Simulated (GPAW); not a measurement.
# Ga2O3 (C2/m): G0W0 with GPAW, start to end

How does a plane-wave GW calculation on Ga2O3 (C2/m) run from the first input to the gap?

Program: GPAW 26.7.0. Level of theory: PBE and many-body steps on it, plane waves. Results are calculated unless marked as measured.

**Experimental background.**

- Gap 4.88 eV: optical direct gap from Tauc plot; optical transmission, Tauc plot; film (as-deposited 50 nm PLD film, (-201) oriented) on c-plane sapphire (“beta-phase (AlxGa1-x)2O3 thin film with Al composition more than 70%”, 2020, arxiv:2005.05799).

- Gap 4.5 eV: optical absorption edge from ellipsometry; spectroscopic ellipsometry; film (oxidised 75 nm GaSe layer, annealed at 800 C in oxygen) on Al2O3 (“Thin Ga2O3 Layers by Thermal Oxidation of van der Waals GaSe Nanostructures for Ultraviolet Photon Sensing”, 2024, pmc:11320379).

- Gap 5.01 eV: direct optical gap from Tauc plot, as-grown; optical transmittance, Tauc extrapolation; film (RF-sputtered film deposited at room temperature, 120 nm, not annealed, poorer crystallinity) on 4H-SiC (“Influence of Annealing Atmosphere on the Characteristics of Ga2O3/4H-SiC n-n Heterojunction Diodes”, 2020, pmc:7013600).

- Gap 4.91 eV: direct optical gap from Tauc plot, O2-annealed; optical transmittance, Tauc extrapolation; film (RF-sputtered polycrystalline film, 120 nm, annealed at 800 C for 40 min in O2) on 4H-SiC (“Influence of Annealing Atmosphere on the Characteristics of Ga2O3/4H-SiC n-n Heterojunction Diodes”, 2020, pmc:7013600).

- Gap 5.04 eV: direct optical gap from Tauc plot; UV-vis transmittance; 300 K; film (two-step MBE film, (-201) oriented) on c-sapphire (“Structural and surface characterizations of 2D β-In2Se3/3D β-Ga2O3 heterostructures grown on c-Sapphire substrates by molecular beam epitaxy”, 2024, pmc:10907755).

This is a selection; 6 further reports are not listed.

## Step 1: The structure

It takes space group C2/m (No. 12, monoclinic). The conventional cell has a = 12.214 Å, b = 3.037 Å, c = 5.798 Å, α = 90.00°, β = 103.83°, γ = 90.00°. Nearest to Ga lie 4 O at 1.83 to 1.86 Å. Ga has 6 O at 1.94 to 2.07 Å nearest. Nearest to O lie 3 Ga at 1.83 to 1.94 Å. Nearest to O lie 4 Ga at 1.86 to 2.07 Å. O has 3 Ga at 1.83 to 1.94 Å nearest. Farther neighbours and most contacts between anions are not listed.

The cell and positions come from the Crystallography Open Database and are kept as given unless a step says otherwise.

## Step 2: Ground state

This step: GPAW 26.7.0; DFT, PBE, plane waves, PAW.

The ground-state density comes first.

run.py reads:

```python
import json
import numpy as np
from gpaw.mpi import world
from ase import Atoms
from gpaw import GPAW, PW, FermiDirac

atoms = Atoms(['Ga', 'Ga', 'Ga', 'Ga', 'O', 'O', 'O', 'O', 'O', 'O'],
    cell=[[6.1070000000, -1.5185500000, 0.0000000000],
      [6.1070000000, 1.5185500000, 0.0000000000],
      [-1.3859888959, 0.0000000000, 5.6300087380]],
    scaled_positions=[[0.0905000000, 0.0905000000, 0.7946000000],
      [0.9095000000, 0.9095000000, 0.2054000000],
      [0.6586600000, 0.6586600000, 0.3140200000],
      [0.3413400000, 0.3413400000, 0.6859800000],
      [0.1645000000, 0.1645000000, 0.1098000000],
      [0.8355000000, 0.8355000000, 0.8902000000],
      [0.1733000000, 0.1733000000, 0.5632000000],
      [0.8267000000, 0.8267000000, 0.4368000000],
      [0.4959000000, 0.4959000000, 0.2566000000],
      [0.5041000000, 0.5041000000, 0.7434000000]],
    pbc=(True, True, True))
calc = GPAW(mode=PW(600),
    xc='PBE',
    kpts={'size': (8, 8, 4), 'gamma': True},
    occupations=FermiDirac(0.001),
    nbands=-11,
    convergence={'density': 1e-6, 'bands': -3},
    maxiter=100,
    txt='gs.txt')
atoms.calc = calc
res = {'energy': atoms.get_potential_energy()}
kpts = calc.get_ibz_k_points()
res['kpts'] = kpts
res['eigenvalues'] = [calc.get_eigenvalues(kpt=k) for k in range(len(kpts))]
res['n_electrons'] = calc.get_number_of_electrons()
calc.write('gs.gpw')

if world.rank == 0:
    with open('result.json', 'w') as f:
        json.dump(res, f, default=lambda x: x.tolist())
```

Launch:

```console
$ mpirun -n 4 gpaw python run.py
```

Output:

```text
__  _  _
 | _ |_)|_||  |
 |__||  | ||/\| - 26.7.0

Input parameters:
  mode=PW(ecut=600.0),
  convergence={'density': 1e-06, 'bands': -3},
  kpts=MonkhorstPack(size=(8, 8, 4), gamma=True),
  maxiter=100,
  nbands=-11,
  occupations=Occupations(name='fermi-dirac', width=0.001, fixmagmom=False),
  xc=XC(name='PBE')
  [... matrices ...]
Diagonalizing LCAO Hamiltonian
Converting LCAO to pw mode

                             O
       Ga          O
               Ga
          O                   O
                         Ga
                     O           Ga
           O

Atoms  # Å, Bohr magnetons
|   | symbol |         x |         y |        z |    initial magnetic moments |
| 0 |     Ga |  0.004060 | -0.000000 | 4.473605 | ( 0.0000,  0.0000,  0.0000) |
| 1 |     Ga | 10.823951 |  0.000000 | 1.156404 | ( 0.0000,  0.0000,  0.0000) |
| 2 |     Ga |  7.609645 |  0.000000 | 1.767935 | ( 0.0000,  0.0000,  0.0000) |
| 3 |     Ga |  3.218366 | -0.000000 | 3.862073 | ( 0.0000,  0.0000,  0.0000) |
| 4 |      O |  1.857021 | -0.000000 | 0.618175 | ( 0.0000,  0.0000,  0.0000) |
| 5 |      O |  8.970990 | -0.000000 | 5.011834 | ( 0.0000,  0.0000,  0.0000) |
| 6 |      O |  1.336097 | -0.000000 | 3.170821 | ( 0.0000,  0.0000,  0.0000) |
| 7 |      O |  9.491914 |  0.000000 | 2.459188 | ( 0.0000,  0.0000,  0.0000) |
| 8 |      O |  5.701278 | -0.000000 | 1.444660 | ( 0.0000,  0.0000,  0.0000) |
| 9 |      O |  5.126733 |  0.000000 | 4.185348 | ( 0.0000,  0.0000,  0.0000) |

Unit cell  # Å
| periodic |         x |         y |        z |  lengths |     angles |
|      yes |  6.107000 | -1.518550 | 0.000000 | 6.292968 | 103.413542 |
|      yes |  6.107000 |  1.518550 | 0.000000 | 6.292968 | 103.413542 |
|      yes | -1.385989 |  0.000000 | 5.630009 | 5.798100 |  27.927628 |

Number of symmetries: 4
Symmetry operations  # r_c * U_cc + t_c -> r_c
|   | kind |            matrix            |
| 0 |  E   |  1, 0, 0,  0, 1, 0,  0, 0, 1 |
| 1 |  σ   |  0, 1, 0,  1, 0, 0,  0, 0, 1 |
| 2 |  C2  |  0,-1, 0, -1, 0, 0,  0, 0,-1 |
| 3 |  i   | -1, 0, 0,  0,-1, 0,  0, 0,-1 |

BZ-sampling:
  Number of BZ points: 256
  Number of IBZ points: 78

  Monkhorst-Pack size: [8, 8, 4]
  Monkhorst-Pack shift: [0.0625, 0.0625, 0.125]

K-points  # in reciprocal-cell coordinates
|     |                                coordinates |     weight |
|   0 | (  0.00000000,   0.00000000,   0.00000000) | 0.00390625 |
|   1 | (  0.00000000,   0.00000000,   0.25000000) | 0.00781250 |
|   2 | (  0.00000000,   0.00000000,   0.50000000) | 0.00390625 |
|   3 | (  0.12500000,  -0.12500000,   0.00000000) | 0.00781250 |
|   4 | (  0.12500000,  -0.12500000,   0.25000000) | 0.01562500 |
|   5 | (  0.12500000,  -0.12500000,   0.50000000) | 0.00781250 |
|   6 | (  0.12500000,   0.00000000,  -0.25000000) | 0.01562500 |
|   7 | (  0.12500000,   0.00000000,   0.00000000) | 0.01562500 |
|   8 | (  0.12500000,   0.00000000,   0.25000000) | 0.01562500 |
|   9 | (  0.12500000,   0.00000000,   0.50000000) | 0.01562500 |
| ... |                                            |            |
|  77 | (  0.50000000,   0.50000000,   0.50000000) | 0.00390625 |

Plane wave coefficients: 3518
Cutoff: 600.0 eV

Spin-components: 1 (collinear spins)
Bands:           35
Projectors:      50
Spin-degeneracy: 2
Datatype:        complex128

  Storage: CPU
  Wave functions: 151_089_120 bytes (37_772_280 per core)
  Projectors: 125_188_128 bytes (31_297_032 per core)
  [... matrices ...]
Parallelization:
  kpt:    4
  domain: 1
  band:   1

Density:
  Valence electrons: 48.0
  Components: 1
  Grid points: [36 36 35]
  Charge: 0.0  # |e|

Potential:
  Grid points: [36 36 35]

species:
  Ga:
    name:    Gallium
    Z:       31.0
    valence: 3
    core:    28
    charge:  0.0  # [|e|]
    compensation charges:
      type: gauss
      rc: 0.37  # [Å]
      lmax: 2
    cutoffs:
      filter: 2.06  # [Å]
      core: 4.17  # [Å]
    projectors
    | kind |    occ | energy [eV] | rcut [Å] |
    |   4s |  2.000 |      -8.945 |    1.164 |
    |   4p |  1.000 |      -2.580 |    1.164 |
    |    s |        |      18.266 |    1.164 |
    |    p |        |      24.631 |    1.164 |
    |    d |        |       0.000 |    1.164 |

    Using partial waves for Ga as LCAO basis

  O:
    name:    Oxygen
    Z:       8.0
    valence: 6
    core:    2
    charge:  0.0  # [|e|]
    compensation charges:
      type: gauss
      rc: 0.21  # [Å]
      lmax: 2
    cutoffs:
      filter: 1.17  # [Å]
      core: 0.83  # [Å]
    projectors
    | kind |    occ | energy [eV] | rcut [Å] |
    |   2s |  2.000 |     -23.961 |    0.688 |
    |   2p |  4.000 |      -9.029 |    0.598 |
    |    s |        |       3.251 |    0.688 |
    |    p |        |      18.182 |    0.598 |
    |    d |        |       0.000 |    0.619 |

    Using partial waves for O as LCAO basis

Reference energy: -223783.799923  # eV

eigensolver:
  PPCG
  Converge bands: -3
  niter=2

density mixing:
  MSR1-Mixer
  Pratt-step length: 0.05
  Maximum mixing coefficient: 0.75
  Old densities: 10
  SVD Regularization: 0.005
  Good broyden scale: 1.0
  Trust region scale: 1.0
  Backstep threshold: 4.0
  History deletion threshold: 6.0
  Fourier metric: weight=20.0, sigma=0.015

occupation numbers:
  Fermi-Dirac:
    width: 0.0010  # eV

poisson solver:
  ecut: 4800.0  # eV

xc functional:
  name: PBE with 2 nearest neighbor stencil

Initialization done in: 15.954 s

convergence criteria:
- Maximum integral of absolute [dens]ity change: 1e-06 electrons / valence electron
- Maximum [total energy] change in last 3 cyles: 0.0005 eV / valence electron
- Maximum integral of absolute [eigenst]ate change: 4e-08 eV^2 / valence electron
maximum number of iterations: 100

SCF iterations
|iter     |     time |      energy | eigst |  dens |
|iter:   1|  |  -68.529567 | +0.29 |       |
|iter:   2|  |  -66.248964 | -1.07 | -0.67 |
|iter:   3|  |  -59.875443 | -0.35 | -0.73 |
|iter:   4|  |  -59.874605 | -2.05 | -1.33 |
|iter:   5|  |  -59.882050c| -2.52 | -1.61 |
|iter:   6|  |  -59.881002c| -3.29 | -2.47 |
|iter:   7|  |  -59.881169c| -4.55 | -2.87 |
|iter:   8|  |  -59.881198c| -4.94 | -3.32 |
|iter:   9|  |  -59.881199c| -5.04 | -4.18 |
|iter:  10|  |  -59.881199c| -5.49 | -4.48 |
|iter:  11|  |  -59.881199c| -6.21 | -4.89 |
|iter:  12|  |  -59.881199c| -6.78 | -5.53 |
|iter:  13|  |  -59.881199c| -6.95 | -6.19c|
|iter:  14|  |  -59.881199c| -7.42c| -6.79c|

Converged in 14 steps
SCF loop duration: 139.885 s (9.992 s/step)
Energy contributions relative to reference atoms: (reference = -223783.799923)
  [... matrices ...]
Energy contributions:
  Kinetic:         153.493002
  Coulomb:        -135.365314
  Zero:              1.370137
  External:          0.000000
  Xc:              -79.379024
  Entropy:          -0.000000
  Spinorbit:         0.000000
  ----------------------------
  Free energy:     -59.881199
  Extrapolated:    -59.881199

dipole moment: (-0.000310, 0.000000, -0.000161)  # |e|*Ang

Fermi level: 5.063
Eigenvalues  # (at kpt = [0.000, 0.000, 0.000])
| band index |      eig [eV] | occ [0-2] |
|          0 |       -13.895 |     2.000 |
|        ... |               |           |
|         16 |         3.269 |     2.000 |
|         17 |         3.409 |     2.000 |
|         18 |         3.987 |     2.000 |
|         19 |         4.232 |     2.000 |
|         20 |         4.304 |     2.000 |
|         21 |         4.532 |     2.000 |
|         22 |         4.721 |     2.000 |
|         23 |         4.994 |     2.000 |
|         24 |         7.453 |     0.000 |
[...]
|         28 |        12.828 |     0.000 |
|         29 |        13.790 |     0.000 |
|         30 |        14.452 |     0.000 |
|         31 |        14.508 |     0.000 |
|        ... |               |           |
|         34 |        17.935 |     0.000 |

Gap: 2.430 eV
Transition (v -> c):
  (s=0, k=74, n=23, [0.50, 0.38, 0.50]) -> (s=0, k=0, n=24, [0.00, 0.00, 0.00])
Direct/indirect transitions are different
Direct gap: 2.460 eV
Transition at: (s=0, k=0, n=23, [0.00, 0.00, 0.00])
# Writing to gs.gpw (mode='')
  [... matrices ...]
```

Elapsed: 2.6 min, on 4 MPI ranks of Intel Xeon Platinum 8259CL at 2.50GHz (Skylake/Cascade Lake), shared host; peak memory 1.1 GiB.

Numbers from this step:

* total energy: -59.8812 eV
* gap: 2.430 eV
* k of the valence top: 0.5, 0.375, 0.5
* k of the conduction bottom: 0, 0, 0
* least direct gap: 2.460 eV

The gap is indirect, with the least direct gap 0.03 eV higher.

## Step 3: Bands along the symmetry lines

Levels along a band path, at the cheap level, show where the edges lie and whether the meshes to come will hold them.

run.py reads:

```python
import json
import numpy as np
from gpaw.mpi import world
from gpaw import GPAW

path = [[0.000000, 0.000000, 0.000000],
    [-0.033299, 0.033299, 0.000000],
    [-0.066599, 0.066599, 0.000000],
    [-0.099898, 0.099898, 0.000000],
    [-0.133197, 0.133197, 0.000000],
    [-0.166496, 0.166496, 0.000000],
    [-0.199796, 0.199796, 0.000000],
    [-0.233095, 0.233095, 0.000000],
    [-0.266394, 0.266394, 0.000000],
    [-0.733606, -0.266394, 0.000000],
    [-0.704405, -0.295595, 0.000000],
    [-0.675204, -0.324796, 0.000000],
    [-0.646003, -0.353996, 0.000000],
    [-0.616803, -0.383197, 0.000000],
    [-0.587602, -0.412398, 0.000000],
    [-0.558401, -0.441599, 0.000000],
    [-0.529201, -0.470799, 0.000000],
    [-0.500000, -0.500000, 0.000000],
    [-0.437500, -0.437500, 0.000000],
    [-0.375000, -0.375000, 0.000000],
    [-0.312500, -0.312500, 0.000000],
    [-0.250000, -0.250000, 0.000000],
    [-0.187500, -0.187500, 0.000000],
    [-0.125000, -0.125000, 0.000000],
    [-0.062500, -0.062500, 0.000000],
    [0.000000, 0.000000, 0.000000],
    [-0.062500, -0.062500, 0.062500],
    [-0.125000, -0.125000, 0.125000],
    [-0.187500, -0.187500, 0.187500],
    [-0.250000, -0.250000, 0.250000],
    [-0.312500, -0.312500, 0.312500],
    [-0.375000, -0.375000, 0.375000],
    [-0.437500, -0.437500, 0.437500],
    [-0.500000, -0.500000, 0.500000],
    [-0.530233, -0.469767, 0.500000],
    [-0.560465, -0.439535, 0.500000],
    [-0.590698, -0.409302, 0.500000],
    [-0.620931, -0.379069, 0.500000],
    [-0.651163, -0.348837, 0.500000],
    [-0.681396, -0.318604, 0.500000],
    [-0.711628, -0.288372, 0.500000],
    [-0.741861, -0.258139, 0.500000],
    [-0.258139, 0.258139, 0.500000],
    [-0.225872, 0.225872, 0.500000],
    [-0.193604, 0.193604, 0.500000],
    [-0.161337, 0.161337, 0.500000],
    [-0.129069, 0.129069, 0.500000],
    [-0.096802, 0.096802, 0.500000],
    [-0.064535, 0.064535, 0.500000],
    [-0.032267, 0.032267, 0.500000],
    [0.000000, 0.000000, 0.500000],
    [0.000000, 0.000000, 0.437500],
    [0.000000, 0.000000, 0.375000],
    [0.000000, 0.000000, 0.312500],
    [0.000000, 0.000000, 0.250000],
    [0.000000, 0.000000, 0.187500],
    [0.000000, 0.000000, 0.125000],
    [0.000000, 0.000000, 0.062500],
    [0.000000, 0.000000, 0.000000],
    [-0.500000, 0.000000, 0.500000],
    [-0.437500, 0.000000, 0.437500],
    [-0.375000, 0.000000, 0.375000],
    [-0.312500, 0.000000, 0.312500],
    [-0.250000, 0.000000, 0.250000],
    [-0.187500, 0.000000, 0.187500],
    [-0.125000, 0.000000, 0.125000],
    [-0.062500, 0.000000, 0.062500],
    [0.000000, 0.000000, 0.000000],
    [-0.062500, 0.000000, 0.000000],
    [-0.125000, 0.000000, 0.000000],
    [-0.187500, 0.000000, 0.000000],
    [-0.250000, 0.000000, 0.000000],
    [-0.312500, 0.000000, 0.000000],
    [-0.375000, 0.000000, 0.000000],
    [-0.437500, 0.000000, 0.000000],
    [-0.500000, 0.000000, 0.000000]]
calc = GPAW('gs.gpw').fixed_density(kpts=path,
    symmetry='off',
    nbands=34,
    convergence={'bands': 30},
    txt='bands.txt')
res = {}
kpts = calc.get_ibz_k_points()
res['kpts'] = kpts
res['eigenvalues'] = [calc.get_eigenvalues(kpt=k) for k in range(len(kpts))]
res['n_electrons'] = calc.get_number_of_electrons()

if world.rank == 0:
    with open('result.json', 'w') as f:
        json.dump(res, f, default=lambda x: x.tolist())
```

Launch:

```console
$ mpirun -n 4 gpaw python run.py
```

Output:

```text
Diagonalizing LCAO Hamiltonian
Converting LCAO to pw mode
convergence criteria:
- Maximum integral of absolute [eigenst]ate change: 4e-08 eV^2 / valence electron
maximum number of iterations: 100

SCF iterations
|iter     |     time |      energy | eigst |  dens |
|iter:   1|  |             | +0.30 |       |
|iter:   2|  |             | -1.36 |       |
|iter:   3|  |             | -2.42 |       |
[...]
|iter:  10|  |             | -6.73 |       |
|iter:  11|  |             | -7.27 |       |
|iter:  12|  |             | -7.70c|       |
SCF steps: 12
  __  _  _
 | _ |_)|_||  |
 |__||  | ||/\| - 26.7.0

Input parameters:
  mode=PW(ecut=600.0),
  convergence={'bands': 30},
  gpts=array([36, 36, 35]),
  kpts=KPoints(kpts=array([[ 0.      ,  0.      ,  0.      ],
         [-0.033299,  0.033299,  0.      ],
         [-0.066599,  0.066599,  0.      ],
         [-0.099898,  0.099898,  0.      ],
[...]
[-0.5     , -0.5     ,  0.      ],
         [-0.4375  , -0.4375  ,  0.      ],
         [-0.375   , -0.375   ,  0.      ],
[...]
[ 0.      ,  0.      ,  0.      ],
[...]
[-0.064535,  0.064535,  0.5     ],
         [-0.032267,  0.032267,  0.5     ],
         [ 0.      ,  0.      ,  0.5     ],
         [ 0.      ,  0.      ,  0.4375  ],
[...]
[ 0.      ,  0.      ,  0.      ],
[...]
[ 0.      ,  0.      ,  0.      ],
[...]
[-0.375   ,  0.      ,  0.      ],
         [-0.4375  ,  0.      ,  0.      ],
         [-0.5     ,  0.      ,  0.      ]])),
  maxiter=100,
  nbands=34,
  occupations=Occupations(name='fermi-dirac', width=0.001, fixmagmom=False),
  parallel={},
  symmetry=Symmetry(point_group=False, time_reversal=False),
  xc=XC(name='PBE')
```

The job ended after 1.9 min (4 MPI ranks; peak memory 1.3 GiB).

Numbers from this step:

```
gap                        : 2.423 eV
k of the valence top       : -0.5302, -0.4698, 0.5
k of the conduction bottom : 0, 0, 0
least direct gap           : 2.460 eV
```

The gap is 2.423 eV, −0.008 eV from the run before at this level.

Electronic bands along the path, in eV, zero at the top of the highest filled band:

```
     point  band 21  band 22  band 23  band 24  band 25  band 26  band 27  band 28
         Γ    -0.73    -0.50    -0.31    -0.04     2.42     5.74     6.76     6.78
   halfway    -1.15    -0.73    -0.66    -0.07     4.92     6.38     7.06     7.94
         C    -0.95    -0.82    -0.54    -0.14     5.79     6.49     7.00     7.15
jump to C2    -0.95    -0.82    -0.54    -0.14     5.79     6.49     7.00     7.15
   halfway    -0.92    -0.65    -0.48    -0.12     5.41     5.49     6.74     7.43
        Y2    -0.79    -0.77    -0.45    -0.18     4.60     4.85     5.85     6.62
   halfway    -0.80    -0.75    -0.59    -0.10     3.29     5.55     6.31     6.74
         Γ    -0.73    -0.50    -0.31    -0.04     2.42     5.74     6.76     6.78
   halfway    -0.78    -0.72    -0.54    -0.09     3.65     5.72     6.51     6.84
        M2    -0.73    -0.72    -0.61    -0.01     5.22     5.37     6.29     6.56
   halfway    -0.93    -0.91    -0.73    -0.14     6.36     6.42     7.19     7.48
         D    -1.18    -0.92    -0.90    -0.67     6.95     7.02     7.72     8.12
jump to D2    -1.18    -0.92    -0.90    -0.67     6.95     7.02     7.72     8.12
   halfway    -1.20    -0.87    -0.45    -0.41     5.90     6.05     7.96     8.18
         A    -0.69    -0.65    -0.61    -0.33     4.81     4.95     6.77     7.24
   halfway    -0.71    -0.67    -0.48    -0.29     3.36     5.92     6.53     6.97
         Γ    -0.73    -0.50    -0.31    -0.04     2.42     5.74     6.76     6.78
jump to L2    -1.14    -1.08    -0.78    -0.68     6.92     6.96     7.89     8.09
   halfway    -1.12    -0.86    -0.46    -0.31     5.18     6.55     7.38     8.03
         Γ    -0.73    -0.50    -0.31    -0.04     2.42     5.74     6.76     6.78
   halfway    -1.14    -0.77    -0.55    -0.07     4.77     6.34     6.97     8.04
        V2    -0.86    -0.77    -0.53    -0.15     5.66     6.56     7.28     7.51
```

(Continued in part 2 of 2.)

[Paths, hosts, dates, memory and timing lines, banners, echoed tables and standing remarks are left out of the program output.]

[Logs are printed without paths, hosts, clocks, repeated set-up lines and the standing remarks that a program may print on its own settings, such as how far it seeks lower states.]

[Runs of the session that timed out or met a known fault of the program may be left out.]

[Hosts, paths, dates, database ids (printed as entryN), source tags and the programs' standing remarks are cut or masked in the printed files.]
